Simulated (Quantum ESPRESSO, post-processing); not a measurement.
# Work-function anisotropy of Rh, part 6 of 6

Wanted: work functions of Rh face by face, under two functionals.

Quantum ESPRESSO 7.5; plane-wave DFT, PBE, PseudoDojo norm-conserving pseudopotentials.

So far. Step 11 (Electrostatic potential of (100)): On (100) the work function under PBEsol lies +0.13 eV from PBE's. Step 12 (Relaxing the ions of (110), PBE): The relaxation lowers the energy by 11 meV an atom. On the free atoms the largest force ends at 0.019 eV/Å.

## Step 13: SCF with pw.x of (110), PBE

Level of this step: plane-wave DFT, PBE, PseudoDojo norm-conserving pseudopotentials (Quantum ESPRESSO 7.5).

The input, 110.pbe.in:

```
&control
  prefix = '110.pbe'
  outdir = './out'
  pseudo_dir = './pseudo'
  calculation = 'scf'
  tprnfor = .true.
/
&system
  ibrav = 0
  nat = 7
  ntyp = 1
  ecutwfc = 80
  ecutrho = 320
  occupations = 'smearing'
  smearing = 'mv'
  degauss = 0.02
/
&electrons
  conv_thr = 1e-07
  mixing_beta = 0.4
  electron_maxstep = 120
  mixing_mode = 'local-TF'
/
ATOMIC_SPECIES
  Rh  102.9055  Rh.dojo-sr-pbe-0.4.1-standard.upf
CELL_PARAMETERS angstrom
  3.80000000000000 0.00000000000000 0.00000000000000
  0.00000000000000 2.68700576850888 0.00000000000000
  0.00000000000000 0.00000000000000 24.06101730552664
ATOMIC_POSITIONS crystal
  Rh  0.000000000000 0.000000000000 0.334784638900
  Rh  0.500000000000 0.500000000000 0.385763468200
  Rh  0.000000000000 0.000000000000 0.444162673300
  Rh  0.500000000000 0.500000000000 0.500000000000
  Rh  0.000000000000 0.000000000000 0.555837326700
  Rh  0.500000000000 0.500000000000 0.614236531800
  Rh  0.000000000000 0.000000000000 0.665215361100
K_POINTS automatic
  8 12 1 0 0 0
```

Launch:

```
OMP_NUM_THREADS=1 mpirun -n 4 pw.x -nk 4 -in 110.pbe.in > 110.pbe.out
```

The log of the run:

```text
[banner, memory and clock lines left out]
Program PWSCF v.7.5 starts
[citation notice left out]

[...]
Message from routine setup:
[...]
bravais-lattice index     =            0
     lattice parameter (alat)  =       7.1810  a.u.
     unit-cell volume          =    1657.9170 (a.u.)^3
     number of atoms/cell      =            7
     number of atomic types    =            1
     number of electrons       =       119.00
     number of Kohn-Sham states=           72
     kinetic-energy cutoff     =      80.0000  Ry
     charge density cutoff     =     320.0000  Ry
     scf convergence threshold =      1.0E-07
     mixing beta               =       0.4000
     number of iterations used =            8  local-TF  mixing
     Exchange-correlation= PBE
                           (   1   4   3   4   0   0   0)

[...]
PseudoPot. # 1 for Rh read from file:
     ./pseudo/Rh.dojo-sr-pbe-0.4.1-standard.upf
     Pseudo is Norm-conserving + core correction, Zval = 17.0
     Generated using ONCVPSP code by D. R. Hamann
     Using radial grid of 1568 points,  6 beta functions with:
                l(1) =   0
                l(2) =   0
                l(3) =   1
                l(4) =   1
                l(5) =   2
                l(6) =   2

     atomic species   valence    mass     pseudopotential
     Rh               17.00   102.90550     Rh( 1.00)

      8 Sym. Ops., with inversion, found

[...]
number of k points=    35  Marzari-Vanderbilt smearing, width (Ry)=  0.0200
[...]
Dense  grid:   160295 G-vectors     FFT dimensions: (  45,  30, 270)

     Initial potential from superposition of free atoms

     starting charge     118.9956, renormalised to     119.0000

     negative rho (up, down):  1.035E-04 0.000E+00
     Starting wfcs are   70 randomized atomic wfcs +    2 random wfcs

     per-process dynamical memory:   331.4 Mb

     Self-consistent Calculation

     iteration #  1     ecut=    80.00 Ry     beta= 0.40
     Davidson diagonalization with overlap
     ethr =  1.00E-02,  avg # of iterations =  4.4

     Threshold (ethr) on eigenvalues was too large:
     Diagonalizing with lowered threshold

     Davidson diagonalization with overlap
     ethr =  8.20E-04,  avg # of iterations =  1.3

     negative rho (up, down):  1.828E-08 0.000E+00

     total energy              =   -1641.86183902 Ry
     estimated scf accuracy    <       1.01649098 Ry

     iteration #  2     ecut=    80.00 Ry     beta= 0.40
[...]
total energy              =   -1641.79604730 Ry
     estimated scf accuracy    <       0.29718284 Ry

     iteration #  3     ecut=    80.00 Ry     beta= 0.40
[...]
total energy              =   -1641.81014382 Ry
     estimated scf accuracy    <       0.27567089 Ry

     iteration #  4     ecut=    80.00 Ry     beta= 0.40
[...]
total energy              =   -1641.81064284 Ry
     estimated scf accuracy    <       0.05870818 Ry

     iteration #  5     ecut=    80.00 Ry     beta= 0.40
[...]
total energy              =   -1641.81141801 Ry
     estimated scf accuracy    <       0.02041207 Ry

     iteration #  6     ecut=    80.00 Ry     beta= 0.40
[...]
total energy              =   -1641.81129364 Ry
     estimated scf accuracy    <       0.00375373 Ry

[...]
iteration # 11     ecut=    80.00 Ry     beta= 0.40
[...]
negative rho (up, down):  1.835E-03 0.000E+00

[...]
total energy              =   -1641.81059991 Ry
     estimated scf accuracy    <       0.00004676 Ry

     iteration # 12     ecut=    80.00 Ry     beta= 0.40
[...]
negative rho (up, down):  7.251E-04 0.000E+00

[...]
total energy              =   -1641.81059978 Ry
     estimated scf accuracy    <       0.00000631 Ry

     iteration # 13     ecut=    80.00 Ry     beta= 0.40
[...]
negative rho (up, down):  5.652E-05 0.000E+00

[...]
total energy              =   -1641.81060155 Ry
     estimated scf accuracy    <       0.00000355 Ry

     iteration # 14     ecut=    80.00 Ry     beta= 0.40
[...]
End of self-consistent calculation

          k = 0.0000 0.0000 0.0000 ( 20075 PWs)   bands (ev):

   -72.8396 -72.8062 -72.7575 -72.7389 -72.6995 -72.2011 -72.2011 -40.9584
   -40.8749 -40.8391 -40.7245 -40.7204 -40.6482 -40.5735 -40.5446 -40.5392
   -40.5319 -40.4733 -40.4183 -40.3945 -40.3609 -40.3401 -40.0220 -40.0218
   -39.9872 -39.9872 -39.9757 -39.9672  -1.4403  -0.3091   0.0300   0.4624
     0.5555   1.0144   1.2617   1.3910   1.9606   2.2176   2.4214   2.5767
     2.7617   2.8951   3.0745   3.1655   3.1691   3.5377   3.5571   3.6288
     3.6907   4.1805   4.2733   4.4199   4.7905   4.8432   4.8929   5.0609
     5.1474   5.1664   5.3047   5.7518   5.9024   6.1535   6.3154   6.4090
     6.7343   6.8260   6.9782   8.5534  10.3816  10.3870  10.5267  11.6933

          k = 0.0000 0.1179 0.0000 ( 20059 PWs)   bands (ev):

   -72.8351 -72.8024 -72.7550 -72.7373 -72.6987 -72.1988 -72.1988 -40.9457
   -40.8650 -40.8420 -40.7233 -40.7185 -40.6516 -40.6000 -40.5507 -40.5445
   -40.5380 -40.4934 -40.4306 -40.4035 -40.3678 -40.3673 -40.0242 -40.0241
   -40.0126 -40.0124 -39.9720 -39.9641  -1.2596  -0.1536   0.1765   0.5658
     0.7101   1.1278   1.4086   1.4607   2.0193   2.1796   2.2141   2.5299
     2.6271   2.6354   2.7931   3.2266   3.2270   3.4157   3.4647   3.7078
     3.8147   4.2320   4.4440   4.4709   4.7294   4.8010   4.8414   5.0501
     5.1389   5.3511   5.4255   5.6442   6.0158   6.0519   6.2597   6.3199
     6.6266   6.9106   6.9306   8.6697  10.5125  10.6735  11.0577  11.8437

[...]
the Fermi energy is     6.0127 ev

!    total energy              =   -1641.81060264 Ry
     estimated scf accuracy    <       0.00000009 Ry
     smearing contrib. (-TS)   =      -0.00070461 Ry
     internal energy E=F+TS    =   -1641.80989803 Ry

     The total energy is F=E-TS. E is the sum of the following terms:
     one-electron contribution =  -14177.70772475 Ry
     hartree contribution      =    7105.97402373 Ry
     xc contribution           =    -264.62574404 Ry
     ewald contribution        =    5694.54954703 Ry

     convergence has been achieved in  14 iterations

     Forces acting on atoms (cartesian axes, Ry/au):

     atom    1 type  1   force =     0.00000000    0.00000000   -0.00046512
     atom    2 type  1   force =     0.00000000    0.00000000   -0.00063126
     atom    3 type  1   force =     0.00000000    0.00000000    0.00242628
     atom    4 type  1   force =     0.00000000    0.00000000    0.00000000
     atom    5 type  1   force =     0.00000000    0.00000000   -0.00242628
     atom    6 type  1   force =     0.00000000    0.00000000    0.00063126
     atom    7 type  1   force =     0.00000000    0.00000000    0.00046512

     Total force =     0.003606     Total SCF correction =     0.001935
     SCF correction compared to forces is large: reduce conv_thr to get better values

[...]
```

Elapsed: 5 min, on 4 MPI ranks of Arm Neoverse V2, shared host; peak memory 1.8 GiB.

This step gave:

```
free energy  : -22337.9712 eV
Fermi energy : 6.013 eV
```

## Step 14: Electrostatic potential of (110)

The input, 110.pbe.pot.in:

```
&inputpp
  prefix = '110.pbe'
  outdir = './out'
  filplot = '110.pbe.pot.dat'
  plot_num = 11
/
```

Launch:

```
OMP_NUM_THREADS=1 mpirun -n 4 pp.x -in 110.pbe.pot.in > 110.pbe.pot.out
```

The log of the run:

```text
[banner, memory and clock lines left out]
Program POST-PROC v.7.5 starts

          URL

     ./out/110.pbe.save/

     IMPORTANT: XC functional enforced from input :
     Exchange-correlation= PBE
                           (   1   4   3   4   0   0   0)
     Any further DFT definition will be discarded
     Please, verify this is what you really want

     Calling punch_plot, plot_num =  11
     Writing data to file  110.pbe.pot.dat
     Message from routine chdens:
     namelist plot not found or invalid, exiting
```

It took 0.78 s on 4 MPI ranks; peak memory 0.12 GiB.

Read from the output:

| Quantity | Value |
| --- | --- |
| work function of the upper face | 4.716 eV |
| slope of the potential above | 1.34e-4 eV/Å |
| upper vacuum line continued to the top atoms, over the Fermi level | 4.715 eV |
| work function of the lower face | 4.716 eV |
| slope of the potential below | -9.52e-5 eV/Å |
| lower vacuum line continued to the bottom atoms, over the Fermi level | 4.715 eV |

The potential energy, planar mean oscillates, so the rows of the table below give means over windows of 1.34 Å about each position, cut where the curve ends. Its maxima inside the range that stand out by 2 % of the span (Å: eV): 8.6: -11.3, 10.0: -7.69, 11.3: -9.03, 12.7: -9.03, 14.1: -7.69, 15.4: -11.3. Its minima: 8.1: -23.6, 9.3: -24.3, 10.7: -24.1, 12.0: -24.2, 13.4: -24.1, 14.8: -24.3, 16.0: -23.6.

Electrostatic potential energy of an electron; zero at the Fermi level. The potential energy, planar mean by z; means over each step:

```csv
z (Å),"potential energy, planar mean (eV)"
0.67,4.72
2.01,4.72
3.35,4.72
4.69,4.71
6.03,4.42
7.37,-5.79
8.71,-18.3
10.05,-15.2
11.39,-16.4
12.73,-16.4
14.07,-15.2
15.41,-18.3
16.75,-4.61
18.09,4.46
19.43,4.71
20.77,4.72
22.11,4.72
23.45,4.72
```

## Step 15: Self-consistent run of (110), PBEsol

Level of this step: plane-wave DFT, PBEsol, PseudoDojo norm-conserving pseudopotentials (Quantum ESPRESSO 7.5).

110.pbesol.in is the input of step 13 with these lines changed:

```diff
@@ -1,3 +1,3 @@
 &control
-  prefix = '110.pbe'
+  prefix = '110.pbesol'
   outdir = './out'
@@ -24,3 +24,3 @@
 ATOMIC_SPECIES
-  Rh  102.9055  Rh.dojo-sr-pbe-0.4.1-standard.upf
+  Rh  102.9055  Rh.dojo-sr-pbesol-0.4.1-standard.upf
 CELL_PARAMETERS angstrom
```

Launch:

```
OMP_NUM_THREADS=1 mpirun -n 4 pw.x -nk 4 -in 110.pbesol.in > 110.pbesol.out
```

The log of the run:

```text
[banner, memory and clock lines left out]
Program PWSCF v.7.5 starts
[...]
Message from routine setup:
[...]
number of electrons       =       119.00
     number of Kohn-Sham states=           72
     kinetic-energy cutoff     =      80.0000  Ry
     charge density cutoff     =     320.0000  Ry
[...]
number of k points=    35  Marzari-Vanderbilt smearing, width (Ry)=  0.0200
[...]
Dense  grid:   160295 G-vectors     FFT dimensions: (  45,  30, 270)
[...]
negative rho (up, down):  1.040E-04 0.000E+00
     Starting wfcs are   70 randomized atomic wfcs +    2 random wfcs
[...]
negative rho (up, down):  3.017E-08 0.000E+00
[...]
estimated scf accuracy    <       1.03336290 Ry
[...]
estimated scf accuracy    <       0.31472182 Ry
[...]
estimated scf accuracy    <       0.21797045 Ry
[...]
estimated scf accuracy    <       0.05496004 Ry
[...]
estimated scf accuracy    <       0.02059814 Ry
[...]
estimated scf accuracy    <       0.00339577 Ry
[...]
estimated scf accuracy    <       0.00245889 Ry
[...]
estimated scf accuracy    <       0.00097103 Ry
[...]
negative rho (up, down):  2.683E-03 0.000E+00
[...]
estimated scf accuracy    <       0.00062831 Ry
[...]
negative rho (up, down):  2.874E-03 0.000E+00
[...]
estimated scf accuracy    <       0.00022778 Ry
[...]
negative rho (up, down):  1.852E-03 0.000E+00
[...]
estimated scf accuracy    <       0.00005152 Ry
[...]
negative rho (up, down):  9.427E-04 0.000E+00
[...]
estimated scf accuracy    <       0.00001104 Ry
[...]
negative rho (up, down):  4.253E-04 0.000E+00
[...]
estimated scf accuracy    <       0.00000556 Ry
[...]
negative rho (up, down):  4.614E-05 0.000E+00
[...]
estimated scf accuracy    <       0.00000107 Ry
[...]
negative rho (up, down):  8.363E-06 0.000E+00
[...]
estimated scf accuracy    <       0.00000014 Ry
[...]
the Fermi energy is     5.8862 ev
!    total energy              =   -1640.73778264 Ry
     estimated scf accuracy    <       0.00000001 Ry
     smearing contrib. (-TS)   =      -0.00064824 Ry
     internal energy E=F+TS    =   -1640.73713441 Ry
[...]
one-electron contribution =  -14177.57776658 Ry
     hartree contribution      =    7105.16087899 Ry
     xc contribution           =    -262.86979386 Ry
     ewald contribution        =    5694.54954703 Ry
     convergence has been achieved in  16 iterations
[...]
Total force =     0.032084     Total SCF correction =     0.000848
[...]
```

Wall time 5.8 min (4 MPI ranks); peak memory 1.8 GiB; 23 min of CPU time.

Read from the output:

| Quantity | Value |
| --- | --- |
| free energy | -22323.3748 eV |
| Fermi energy | 5.886 eV |

## Step 16: Potential by pp.x of (110)

The input, 110.pbesol.pot.in:

```
&inputpp
  prefix = '110.pbesol'
  outdir = './out'
  filplot = '110.pbesol.pot.dat'
  plot_num = 11
/
```

Launch:

```
OMP_NUM_THREADS=1 mpirun -n 4 pp.x -in 110.pbesol.pot.in > 110.pbesol.pot.out
```

The job ended after 0.78 s (4 MPI ranks; peak memory 0.12 GiB).

Read from the output:

```
work function of the upper face                                       : 4.824 eV
slope of the potential above                                          : 1.13e-4 eV/Å
upper vacuum line continued to the top atoms, over the Fermi level    : 4.824 eV
work function of the lower face                                       : 4.824 eV
slope of the potential below                                          : -8.01e-5 eV/Å
lower vacuum line continued to the bottom atoms, over the Fermi level : 4.824 eV
```

On (110) the work function under PBEsol lies +0.11 eV from PBE's.

## Step 17: The series side by side

All levels:

```csv
level,work function (eV),CPU time (s)
"(111), PBE",5.164,295.2
"(111), PBEsol",5.302,298.1
"(100), PBE",5.105,385.3
"(100), PBEsol",5.231,384.6
"(110), PBE",4.716,1197
"(110), PBEsol",4.824,1381
```

## Step 18: Worked from the printed numbers

For (111) under PBE, on the run's own zero: φ = 12.353 − (7.189) = 5.164 eV.

## Step 19: What came out

- work function of (111), PBE: 5.16 eV
- work function of (111), PBEsol: 5.30 eV
- work function of (100), PBE: 5.11 eV
- work function of (100), PBEsol: 5.23 eV
- work function of (110), PBE: 4.72 eV
- work function of (110), PBEsol: 4.82 eV

**Reading.** Under PBE the work functions are 5.16 eV on (111), 5.11 eV on (100) and 4.72 eV on (110). In order of packing, from 6.25 to 10.21 Å² an atom, the faces are (111), (100) and (110). The work function falls in the same order, as Smoluchowski's picture of charge smoothing over rough faces expects, though faces within 0.08 eV of each other are not told apart by these slabs. PBEsol lies +0.11 to +0.14 eV from PBE on the same atoms, nearly a rigid shift. The top two spacings change by -0.5 and +1.0 % on (111), -2.9 and +2.0 % on (100) and -8.7 and +4.6 % on (110). The slabs are thin and unreconstructed, at the tabulated lattice constant; thickness and mesh leave some 0.05 to 0.1 eV open. PBE lies under the measured values on every face, as gradient-corrected functionals often do.

Calculation against experiment:

| quantity | measured | PBE | PBEsol |
| --- | --- | --- | --- |
| work function of (111) (eV) | 5.46 | 5.16 (-0.30 eV) | 5.30 (-0.16 eV) |
| work function of (100) (eV) | 5.3 | 5.11 (-0.19 eV) | 5.23 (-0.07 eV) |
| work function of (110) (eV) | 4.86 | 4.72 (-0.14 eV) | 4.82 (-0.04 eV) |

Measured values from arxiv:1902.07811 (2019).

How well it matches: The grades are ours: good and fair within 3 and 7 % for the work function of (111), 3 and 7 % for the work function of (100) and 3 and 7 % for the work function of (110). Other measurements of the same face can differ from the value quoted by 0.1 to 0.2 eV.

[Logs are printed without paths, hosts, clocks, repeated set-up lines and the standing remarks that a program may print on its own settings, such as how far it seeks lower states.]

[Hosts, paths, dates, database ids (printed as entryN), source tags and the programs' standing remarks are cut or masked in the printed files.]

[Maps of the electrostatic potential energy from Ansatz leave out the sawtooth potential of an applied field or a dipole correction, so their vacuum need not be flat; planar profiles and work functions include it.]
